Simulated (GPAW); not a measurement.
Two runs for the Y L₃ edge of atom 2 in YTe (Fm-3m). Run A: GPAW, LDA, excited-electron core hole (neutral cell), 8-atom cell with 6.1 Å between holes, 3×3×3 k points, dipole transitions, Gaussian full width 1.5 eV up to 4 eV, rising linearly to 3.5 eV at 25 eV. Run B differs in one choice.

Energy from the lowest empty level; intensity scaled to a mean of 1 over the first 20 eV:

| E (eV) | A | B |
| --- | --- | --- |
| -2.0 | 0.01 | 0.01 |
| -1.4 | 0.11 | 0.13 |
| -0.8 | 0.74 | 0.86 |
| -0.2 | 2.25 | 2.57 |
| 0.4 | 3.57 | 3.97 |
| 1.0 | 3.71 | 4.00 |
| 1.6 | 3.24 | 3.40 |
| 2.2 | 2.60 | 2.53 |
| 2.8 | 1.81 | 1.50 |
| 3.4 | 1.05 | 0.79 |
| 4.0 | 0.64 | 0.51 |
| 4.6 | 0.51 | 0.53 |
| 5.2 | 0.62 | 0.71 |
| 5.8 | 0.83 | 0.87 |
| 6.4 | 0.91 | 0.86 |
| 7.0 | 0.83 | 0.72 |
| 7.6 | 0.71 | 0.62 |
| 8.2 | 0.65 | 0.62 |
| 8.8 | 0.65 | 0.64 |
| 9.4 | 0.66 | 0.66 |
| 10.0 | 0.66 | 0.65 |
| 10.6 | 0.66 | 0.59 |
| 11.2 | 0.62 | 0.57 |
| 11.8 | 0.59 | 0.63 |
| 12.4 | 0.63 | 0.69 |
| 13.0 | 0.68 | 0.70 |
| 13.6 | 0.69 | 0.69 |
| 14.2 | 0.68 | 0.68 |
| 14.8 | 0.68 | 0.64 |
| 15.4 | 0.67 | 0.57 |
| 16.0 | 0.61 | 0.48 |
| 16.6 | 0.52 | 0.44 |
| 17.2 | 0.45 | 0.46 |
| 17.8 | 0.42 | 0.51 |
| 18.4 | 0.45 | 0.56 |
| 19.0 | 0.49 | 0.61 |
| 19.6 | 0.55 | 0.65 |
| 20.2 | 0.60 | 0.70 |
| 20.8 | 0.64 | 0.74 |
| 21.4 | 0.68 | 0.78 |
| 22.0 | 0.73 | 0.79 |
| 22.6 | 0.76 | 0.77 |
| 23.2 | 0.77 | 0.71 |
| 23.8 | 0.76 | 0.64 |
| 24.4 | 0.72 | 0.56 |
| 25.0 | 0.65 | 0.50 |
| 25.6 | 0.58 | 0.46 |
| 26.2 | 0.52 | 0.45 |
| 26.8 | 0.48 | 0.46 |
| 27.4 | 0.45 | 0.48 |
| 28.0 | 0.44 | 0.50 |
| 28.6 | 0.45 | 0.53 |
| 29.2 | 0.47 | 0.56 |
| 29.8 | 0.50 | 0.57 |
| 30.4 | 0.53 | 0.56 |
| 31.0 | 0.56 | 0.55 |
| 31.6 | 0.57 | 0.55 |

The database entry behind the starting cell differs from later determinations by our own check (0.1 to 0.3 % short, probably kX units), so it need not match the best structure at ambient conditions.

**Question.** What was changed?
a) the volume of the cell
b) the broadening
c) the k mesh of the field
d) the plane-wave cutoff

(a): run B changes the volume scale from 1 to 1.09. The scaled spectrum changes by 11 % r.m.s. The highest intensity below 24 eV goes from 0.8 eV (3.77) to 0.6 eV (4.11). Other settings could leave a like mark; this is the one that was changed.

[Hosts, paths, dates, database ids (printed as entryN), source tags and the programs' standing remarks are cut or masked in the printed files.]

[Lists of maxima count a maximum above −3 eV only where it reaches 4 % of the highest in the window and stands out from its surroundings by 2 % of it (1.5 % where it reaches 55 %); shoulders and weaker maxima are passed over, and of the rest the first, up to two pre-edge ones and the few strongest are named.]
